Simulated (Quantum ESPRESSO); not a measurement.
# Energy and gap at +3 % biaxial strain: Hf2CO2 MXene, 1 layer

How the rows were computed: Quantum ESPRESSO 7.5 driven by ASE, PBE, GBRV ultrasoft, ESM (bc1); atomic heights clamped; cell area 9.286 Å² at zero strain.

```tsv
strain (%)	energy (meV a cell)	gap on the mesh (eV)
−3	227.19	0.878
−1.5	49.71	0.962
0	0.00	1.034
+1.5	63.76	1.094
```

**Question.** What are energy and gap at +3 %, and how stiff is the sheet?

**Worked estimate.** About zero, E'' = (49.71 + 63.76 − 2 × 0.00)/1.5² = 50.43 meV per %² and E' = (63.76 − 49.71)/3 = 4.68 meV per %. With E = A K ε², where K = (C11 + C22)/2 + C12 (C11 + C12 for a hexagonal sheet), K = 50.43 × 10/(2 × 9.286) × 16.02 = 435 N/m. The parabola gives E(+3 %) = 0.00 + 3 × (4.68) + 4.5 × 50.43 = 241.0 meV. Continuing the last slope, the gap is 2 × 1.094 − 1.034 = 1.154 eV.

What the calculation gave: E = 227.2 meV and the gap 1.143 eV. The parabola misses by +13.8 meV, too high, since bonds soften under tension. The gap's line misses by +0.011 eV.

**Limits.** Clamped heights stiffen sheets with several planes. Semilocal gap, no spin-orbit coupling.

[Logs are printed without paths, hosts, clocks, repeated set-up lines and the standing remarks that a program may print on its own settings, such as how far it seeks lower states.]
